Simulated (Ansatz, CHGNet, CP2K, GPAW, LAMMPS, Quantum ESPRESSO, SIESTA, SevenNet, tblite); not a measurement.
# GPAW on free surface of ionic liquid triethylsulfonium formate with water at 340 K (81 atoms): settings against a plane-wave reference

Wanted: GPAW inputs and outputs for free surface of ionic liquid triethylsulfonium formate with water at 340 K (81 atoms), checked against a plane-wave reference.

Main program and level: GPAW 26.7.0; the method is named at each step.

## Step 1: Starting point

The cell holds 81 atoms: 21 C, 3 S, 50 H and 7 O. Cell: a = 8.574 Å, b = 8.574 Å, c = 21.346 Å, α = 90.0°, β = 90.0°, γ = 90.0°. 3 triethylsulfonium, 3 formate, 1 H2O placed at random, at 1.02 g/cm³, as a film with 10 Å of vacuum; overlaps pushed apart, then 10 ps at 390 K with MMFF94 bonds, angles, torsions, charges and radii (Halgren, J. Comput. Chem. 17, 490 (1996)) in harmonic and 12-6 forms; SPC/E water (Berendsen, Grigera and Straatsma, J. Phys. Chem. 91, 6269 (1987)); charges of ions scaled by 0.8. Snapshot after 30 ps at 340 K and fixed volume. Vacuum lies along c.

The yardstick, on the same geometry:

```
method                                           : Kohn-Sham DFT, PBE, SSSP efficiency 1.3.0 pseudopotentials, plane waves (Quantum ESPRESSO 7.5); sssp-pbe-1.3.0-efficiency, cutoffs 60/480 Ry, Γ point
r.m.s. force component                           : 0.8313 eV/Å
longest force                                    : 3.272 eV/Å
gap (highest filled to lowest empty level) : 1.987 eV
time                                             : 2.8 min on 4 MPI ranks of Arm Neoverse V2, shared host
CPU time                                         : 11 min
```

## Step 2: PBE, LCAO dzp, h 0.18 Å

Method: Kohn-Sham DFT, PBE, PAW, atomic orbitals (dzp).

Contents of run.py:

```python
import numpy as np
from ase.io import read
from gpaw import GPAW, FermiDirac

atoms = read("structure.xyz")
atoms.calc = GPAW(
    mode="lcao",
    basis="dzp",
    h=0.18,
    xc="PBE",
    kpts={"size": (1, 1, 1), "gamma": True},
    occupations=FermiDirac(0.05),
    maxiter=200,
    symmetry={"point_group": False},
    txt="gpaw.txt",
)
energy = atoms.get_potential_energy(force_consistent=True)
forces = atoms.get_forces()
print(f"energy {energy:.6f} eV")
print("forces (eV/A)")
for i, (a, f) in enumerate(zip(atoms, forces)):
    print(f"{i:4d} {a.symbol:2s} {f[0]:10.5f} {f[1]:10.5f} {f[2]:10.5f}")
print(f"Fermi level {atoms.calc.get_fermi_level():.4f} eV")
for k in range(len(atoms.calc.get_ibz_k_points())):
    for s in range(atoms.calc.get_number_of_spins()):
        e = atoms.calc.get_eigenvalues(kpt=k, spin=s)
        n = np.searchsorted(e, atoms.calc.get_fermi_level())
        print(f"k {k} spin {s} levels about the Fermi level:", np.round(e[max(n - 6, 0):n], 4).tolist(), "|", np.round(e[n:n + 6], 4).tolist())
```

Contents of structure.xyz:

```xyz
81
Lattice="8.57364 0.00000 0.00000 0.00000 8.57364 0.00000 0.00000 0.00000 21.34624" Properties=species:S:1:pos:R:3 pbc="T T T"
C 8.30168 2.49870 8.17646
C 0.79375 2.07645 7.20030
S 2.27673 1.39039 8.16088
C 2.09300 8.31849 7.38110
C 3.37801 7.63140 7.75765
C 3.43726 1.98994 6.87925
C 3.66180 3.43117 7.14480
H 7.44192 2.94342 7.60993
H 7.87737 1.59993 8.61278
H 0.22489 3.24152 8.93255
H 1.22500 2.88649 6.60239
H 0.29648 1.29633 6.59001
H 1.14784 7.83571 7.78754
H 2.16390 8.40114 6.30226
H 3.19248 6.57624 7.96129
H 4.15393 7.63114 6.99217
H 3.85171 7.88106 8.71161
H 3.02744 1.87643 5.86595
H 4.41971 1.50682 6.83699
H 2.71287 4.02610 7.37128
H 4.26230 3.57555 8.00527
H 4.28913 3.94105 6.36203
C 6.56526 6.00824 3.20898
C 5.17325 6.64714 3.40793
S 4.04290 5.19288 3.60751
C 3.78826 4.57232 1.85968
C 4.59556 3.32717 1.81763
C 2.51653 6.27282 3.56760
C 1.31845 5.50856 4.01395
H 6.93710 5.25907 3.90999
H 7.35215 6.78586 3.35712
H 6.63986 5.54612 2.22535
H 4.84668 7.07823 2.44585
H 5.08177 7.35284 4.28654
H 4.07411 5.24089 1.10616
H 2.73971 4.27259 1.83172
H 4.66132 2.92816 0.84873
H 4.21360 2.51311 2.47744
H 5.56258 3.44360 2.25416
H 2.45798 7.18008 4.15675
H 2.50522 6.57007 2.51523
H 1.50716 5.16742 5.01978
H 1.18668 4.65600 3.32340
H 0.48715 6.20689 4.12089
C 1.09640 6.18057 19.66181
C 2.11563 7.31717 19.90217
S 1.36570 0.36532 19.40736
C 2.79929 1.44749 19.64516
C 3.42740 1.65977 18.30888
C 0.56243 0.64585 21.06596
C 7.68687 0.07356 21.14217
H 1.51676 5.15910 19.77879
H 0.64088 6.25790 18.59279
H 0.23612 6.25721 20.31543
H 2.55417 7.31091 20.93468
H 2.97745 7.21849 19.20265
[... 21 atom lines left out ...]
H 5.50899 5.23215 18.83037
O 5.92850 1.47792 4.92671
H 6.30480 0.67037 5.38096
H 6.59519 1.83270 4.27138
```

Run with:

```bash
$ OMP_NUM_THREADS=1 python run.py > output.txt
```

The log of the run:

```text
energy -414.731377 eV
forces (eV/A)
   0 C     0.70332    1.95375    0.47352
   1 C    -0.73178    0.07028    0.93903
   2 S    -1.12656   -0.35774   -2.88094
   3 C     0.36917   -0.68821    1.92566
   4 C     0.26703   -1.69328    0.59034
   5 C     0.65342    0.61750   -0.22061
   6 C    -0.64484    2.06340   -0.58074
   7 H     0.36380    0.30913    0.07222
   8 H    -0.22211   -0.63319    0.92162
   9 H    -1.31175   -0.91591   -0.70847
  10 H    -0.05656    0.35127   -0.29045
  11 H     0.68185   -0.42202   -0.42347
  12 H     0.52337    0.25131   -0.58000
  13 H    -0.94871    0.56780   -0.90552
  14 H    -0.36008   -1.05963   -0.19490
  15 H     0.52618    0.42968   -0.54245
  16 H     0.21503    0.81822    0.55955
  17 H    -0.70046   -0.55534   -0.26036
  18 H     0.51330   -0.79075    0.34573
  19 H     0.58493   -0.26021   -0.56746
  20 H     1.12926    0.11782    1.88083
  21 H    -0.57058   -0.33612   -0.14446
  22 C     0.49851    1.56988    0.30685
  23 C     1.27106   -1.42502   -0.02489
[...]
73 H    -1.42246   -1.07443    1.16391
  74 O    -0.11316   -0.79669   -0.06552
  75 C    -0.39683    1.52537   -0.32822
  76 O     0.11850   -0.07082    0.42695
  77 H     0.11347   -0.63507    0.07709
  78 O    -1.44495    0.99000   -0.05335
  79 H     0.29629    0.33138   -0.37078
  80 H     0.26390   -0.36506    0.30861
Fermi level -0.5827 eV
k 0 spin 0 levels about the Fermi level: [-1.8683, -1.8252, -1.6111, -1.591, -1.5769, -1.4526] | [0.2797, 0.4768, 0.6014, 0.9475, 1.053, 1.5475]
```

gpaw.txt:

```text
Input parameters:
  mode=LCAO(),
  basis={'default': 'dzp'},
  h=0.18,
  kpts=MonkhorstPack(size=(1, 1, 1), gamma=True),
  maxiter=200,
  occupations=Occupations(name='fermi-dirac', width=0.05, fixmagmom=False),
  symmetry=Symmetry(point_group=False),
  xc=XC(name='PBE')
Unit cell  # Å
| periodic |        x |        y |         z |   lengths |    angles |
|----------|----------|----------|-----------|-----------|-----------|
|      yes | 8.573640 | 0.000000 |  0.000000 |  8.573640 | 90.000000 |
|      yes | 0.000000 | 8.573640 |  0.000000 |  8.573640 | 90.000000 |
|      yes | 0.000000 | 0.000000 | 21.346240 | 21.346240 | 90.000000 |
Number of symmetries: 1
Symmetry operations  # r_c * U_cc + t_c -> r_c
|   | kind |            matrix            |
|---|------|------------------------------|
| 0 |  E   |  1, 0, 0,  0, 1, 0,  0, 0, 1 |
BZ-sampling:
  Number of BZ points: 1
  Number of IBZ points: 1
  Monkhorst-Pack size: [1, 1, 1]
  Monkhorst-Pack shift: [0, 0, 0]
[... lines left out ...]
eigensolver:
density mixing:
  MSR1-Mixer
occupation numbers:
  Fermi-Dirac:
    width: 0.0500  # eV
FastPoissonSolver using
    Stencil: 6*3+1=19 point O(h^6) finite-difference Laplacian
xc functional:
  name: PBE with 2 nearest neighbor stencil
interpolation: tri-quintic # 5. degree polynomial
Initialization done in: 6.679 s
convergence criteria:
- Maximum [total energy] change in last 3 cyles: 0.0005 eV / valence electron
- Maximum integral of absolute [dens]ity change: 0.0001 electrons / valence electron
- Maximum integral of absolute [eigenst]ate change: 4e-08 eV^2 / valence electron
maximum number of iterations: 200
SCF iterations
|iter     |      energy | eigst |  dens |
|---------|-------------|-------|-------|
|iter:   1| -440.363833 |      c|       |
|iter:   2| -434.763448 |      c| -0.72 |
|iter:   3| -415.128279 |      c| -0.76 |
|iter:   4| -414.793601 |      c| -1.32 |
|iter:   5| -414.761581 |      c| -1.80 |
|iter:   6| -414.732025c|      c| -2.36 |
|iter:   7| -414.731362c|      c| -2.69 |
|iter:   8| -414.731367c|      c| -3.15 |
|iter:   9| -414.731379c|      c| -3.64 |
|iter:  10| -414.731377c|      c| -4.07c|
Converged in 10 steps
SCF loop duration: 30.572 s (3.057 s/step)
Energy contributions relative to reference atoms: (reference = -69063.524338)
Energy contributions:
  Kinetic:         338.965931
  Coulomb:        -373.408896
  Zero:              2.468323
  External:          0.000000
  Xc:             -382.756735
  Entropy:          -0.000000
  Spinorbit:         0.000000
  ----------------------------
  Free energy:    -414.731377
  Extrapolated:   -414.731377
dipole moment: (-8.995217, -14.489051, 58.994582)  # |e|*Ang
Fermi level: -0.583
Eigenvalues  # (at kpt = [0.000, 0.000, 0.000])
| band index |      eig [eV] | occ [0-2] |
|------------|---------------|-----------|
|          0 |       -22.018 |     2.000 |
|        ... |               |           |
|         89 |        -2.220 |     2.000 |
|         90 |        -2.037 |     2.000 |
[...]
|        104 |         2.630 |     0.000 |
|        ... |               |           |
|        120 |         4.695 |     0.000 |
Gap: 1.732 eV
Transition (v -> c):
  (s=0, k=0, n=96, [0.00, 0.00, 0.00]) -> (s=0, k=0, n=97, [0.00, 0.00, 0.00])
No difference between direct/indirect transitions
Force computation time: 5.543  # s
timing:  # [seconds]
  Total:  42.823  # ━━━━━━━━━━━━━━━━━━━━━━━━━━━━━━━━━━━━━━━━━━━━━━━━━━━━━━━━━
  Init:    6.678  # ━━━━━━━━━
  SCF:    30.572  # ━━━━━━━━━━━━━━━━━━━━━━━━━━━━━━━━━━━━━━━━╸
  Forces:  5.543  # ━━━━━━━╸
```

Elapsed: 44 s, on 1 thread of Arm Neoverse V2, shared host; peak memory 1.1 GiB.

Banners, paths, timers and routine set-up lines are dropped from the logs unmarked, and long logs keep their key lines alone; longer cuts are marked.

Numbers from this run, and their distance from the reference:

```
r.m.s. force component                           : 0.8879 eV/Å
r.m.s. difference of force components            : 329.2 meV/Å
longest difference of force vectors              : 1219 meV/Å
force difference over r.m.s. force               : 39.6 %
slope of forces against the reference's          : 0.992
correlation of force components                  : 0.9288
gap (highest filled to lowest empty level) : 1.732 eV
gap difference                                   : -0.2548 eV
```

This run lies far from the reference in forces at the same functional.

Length of the force difference by element (eV/Å):

```csv
element,atoms,mean,most
C,21,0.37,0.72
H,50,0.54,0.79
O,7,1.1,1.2
S,3,0.22,0.25
```

Levels nearest the highest filled one (eV from it): -0.42, -0.37, -0.16, -0.14, -0.12, 0.00, 1.73, 1.93, 2.05, 2.40, 2.51, 3.00.

Local excerpt of 11 atoms (numbers count through the whole input) about H12, picked at random; x, y, z are measured from there.

```csv
atom,x,y,z,distance (Å),bonds,Fx,Fy,Fz (eV/Å)
H12,0.00,0.00,0.00,0.00,1,0.68,-0.42,-0.42
C2,0.50,0.78,0.61,1.11,4,-0.73,0.07,0.94
H11,0.93,1.59,0.01,1.84,1,-0.06,0.35,-0.29
C1,-0.57,1.20,1.59,2.07,4,0.70,1.95,0.47
H9,-0.99,0.30,2.02,2.27,1,-0.22,-0.63,0.92
H70,0.72,0.81,-2.09,2.35,1,0.31,-0.05,-0.26
H14,1.87,-1.47,-0.29,2.39,1,-0.95,0.57,-0.91
H8,-1.43,1.65,1.02,2.41,1,0.36,0.31,0.07
C4,1.80,-1.55,0.79,2.50,4,0.37,-0.69,1.93
H13,0.85,-2.03,1.20,2.51,1,0.52,0.25,-0.58
S3,1.98,0.09,1.57,2.53,3,-1.13,-0.36,-2.88
```

Atoms are counted from 1 here, from 0 in the log.

Forces lie 40 % from the reference's, at 0.066 times its CPU time (on 1 against 4 cores).

## Step 3: PBE, LCAO sz(dzp), h 0.18 Å

Method: Kohn-Sham DFT, PBE, PAW, atomic orbitals (sz(dzp)).

run.py: that of step 2 with these lines changed.

```diff
@@ -7,3 +7,3 @@
     mode="lcao",
-    basis="dzp",
+    basis="sz(dzp)",
     h=0.18,
```

structure.xyz is that of step 2.

The log of the run:

```text
energy -334.916568 eV
forces (eV/A)
   0 C     1.95289    2.40523    0.42963
   1 C    -0.53275   -0.01161    1.40733
   2 S    -0.60288    0.78937    2.39557
   3 C     0.63497   -0.94991    2.19994
   4 C    -1.19538   -0.31121    0.00438
   5 C     0.03597    0.75656    0.49273
[...]
78 O    -5.08023    2.34313    0.70622
  79 H     1.30411   -2.83513    1.73651
  80 H     2.71558    1.37053   -2.48962
Fermi level -0.4374 eV
k 0 spin 0 levels about the Fermi level: [-1.2481, -1.1335, -1.0928, -0.8146, -0.7994, -0.6327] | [-0.2424, -0.0984, 0.0726, 0.2063, 0.6073, 0.8878]
```

gpaw.txt:

```text
Input parameters:
  mode=LCAO(),
  basis={'default': 'sz(dzp)'},
  h=0.18,
  kpts=MonkhorstPack(size=(1, 1, 1), gamma=True),
  maxiter=200,
  occupations=Occupations(name='fermi-dirac', width=0.05, fixmagmom=False),
[... lines left out ...]
  Fermi-Dirac:
[... lines left out ...]
convergence criteria:
- Maximum [total energy] change in last 3 cyles: 0.0005 eV / valence electron
[... lines left out ...]
Converged in 22 steps
[... lines left out ...]
  Free energy:    -334.916568
[... lines left out ...]
Fermi level: -0.437
[... lines left out ...]
|        ... |               |           |
|        120 |         6.072 |     0.000 |
Gap: 0.390 eV
Transition (v -> c):
  (s=0, k=0, n=96, [0.00, 0.00, 0.00]) -> (s=0, k=0, n=97, [0.00, 0.00, 0.00])
No difference between direct/indirect transitions
Force computation time: 1.425  # s
timing:  # [seconds]
  Total:  41.098  # ━━━━━━━━━━━━━━━━━━━━━━━━━━━━━━━━━━━━━━━━━━━━━━━━━━━━━━━━━
  Init:    5.964  # ━━━━━━━━╸
  SCF:    33.684  # ━━━━━━━━━━━━━━━━━━━━━━━━━━━━━━━━━━━━━━━━━━━━━━╸
  Forces:  1.425  # ━━
```

Elapsed: 42 s, on 1 thread; peak memory 0.9 GiB.

Numbers from this run, and their distance from the reference:

```yaml
r_m_s_force_component: 2.235 eV/Å
r_m_s_difference_of_force_components: 2223 meV/Å
longest_difference_of_force_vectors: 8795 meV/Å
force_difference_over_r_m_s_force: 267.4 %
slope_of_forces_against_the_reference_s: 0.5376
correlation_of_force_components: 0.2
spacing_of_highest_filled_and_lowest_empty_level: 0.3903 eV
gap_difference: -1.597 eV
```

This is a coarse setting, run to see what it loses.

Against the first run (40 %), the force difference from the reference is 267 %, at 0.96 times the CPU time (22 SCF steps against 10), with 174 basis functions against 653: the smaller basis costs accuracy.

## Step 4: PBE, LCAO dzp, h 0.28 Å

Method: Kohn-Sham DFT, PBE, PAW, atomic orbitals (dzp).

run.py: that of step 3 with these lines changed.

```diff
@@ -7,4 +7,4 @@
     mode="lcao",
-    basis="sz(dzp)",
-    h=0.18,
+    basis="dzp",
+    h=0.28,
     xc="PBE",
```

structure.xyz is that of step 3.

The log of the run:

```text
energy -394.461307 eV
forces (eV/A)
   0 C     0.67689    1.81969    0.41471
   1 C    -0.77870    0.12024    1.29461
   2 S    -1.12768   -0.25122   -2.79897
   3 C     0.35978   -0.65621    1.56606
   4 C     0.36764   -1.69711    0.93821
   5 C     0.69672    0.51687   -0.28556
[...]
78 O    -2.99971    1.05670    0.70920
  79 H     0.67108    0.36860    1.26701
  80 H     1.16483   -1.25655    1.19374
Fermi level -0.5757 eV
k 0 spin 0 levels about the Fermi level: [-1.8567, -1.8031, -1.609, -1.5867, -1.5667, -1.4517] | [0.2917, 0.4861, 0.6152, 0.9612, 1.0633, 1.5641]
```

gpaw.txt:

```text
Input parameters:
  mode=LCAO(),
  basis={'default': 'dzp'},
  h=0.28,
  kpts=MonkhorstPack(size=(1, 1, 1), gamma=True),
  maxiter=200,
  occupations=Occupations(name='fermi-dirac', width=0.05, fixmagmom=False),
[... lines left out ...]
  Fermi-Dirac:
[... lines left out ...]
convergence criteria:
- Maximum [total energy] change in last 3 cyles: 0.0005 eV / valence electron
[... lines left out ...]
Converged in 10 steps
[... lines left out ...]
  Free energy:    -394.461307
[... lines left out ...]
Fermi level: -0.576
[... lines left out ...]
|        ... |               |           |
|        120 |         4.703 |     0.000 |
Gap: 1.743 eV
Transition (v -> c):
  (s=0, k=0, n=96, [0.00, 0.00, 0.00]) -> (s=0, k=0, n=97, [0.00, 0.00, 0.00])
No difference between direct/indirect transitions
Force computation time: 2.533  # s
timing:  # [seconds]
  Total:  20.857  # ━━━━━━━━━━━━━━━━━━━━━━━━━━━━━━━━━━━━━━━━━━━━━━━━━━━━━━━━━
  Init:    3.812  # ━━━━━━━━━━╸
  SCF:    14.486  # ━━━━━━━━━━━━━━━━━━━━━━━━━━━━━━━━━━━━━━━╸
  Forces:  2.533  # ━━━━━━━
```

Run time: 22 s. Hardware: 1 thread; peak memory 0.41 GiB.

Compared with the plane-wave run:

```
r.m.s. force component                           : 1.223 eV/Å
r.m.s. difference of force components            : 890.6 meV/Å
longest difference of force vectors              : 3529 meV/Å
force difference over r.m.s. force               : 107.1 %
slope of forces against the reference's          : 1.008
correlation of force components                  : 0.6888
gap (highest filled to lowest empty level) : 1.743 eV
gap difference                                   : -0.2437 eV
energy less the same-level run's                 : 250.2 meV/atom
r.m.s. force difference from the same-level run  : 847.1 meV/Å
```

This is a coarse setting, run to see what it loses.

Against the first run (40 %), the force difference from the reference is 107 %, at 0.50 times the CPU time: the grid matters here.

The forces add up to 25 eV/Å instead of zero, usually a sign of too coarse a grid.

[end of part 1 of 2]

[Also dropped from logs without a mark: logging warnings of Python, and SIESTA's first energy breakdown and zero terms.]

[Logs are printed without paths, hosts, clocks, repeated set-up lines and the standing remarks that a program may print on its own settings, such as how far it seeks lower states.]

[Hosts, paths, dates, database ids (printed as entryN), source tags and the programs' standing remarks are cut or masked in the printed files.]

[The MMFF94 radii named for the starting cell were scaled by 0.96; in molecules described by MMFF94, hydrogen bound to N, O or S took a small fixed 12-6 site in their place.]
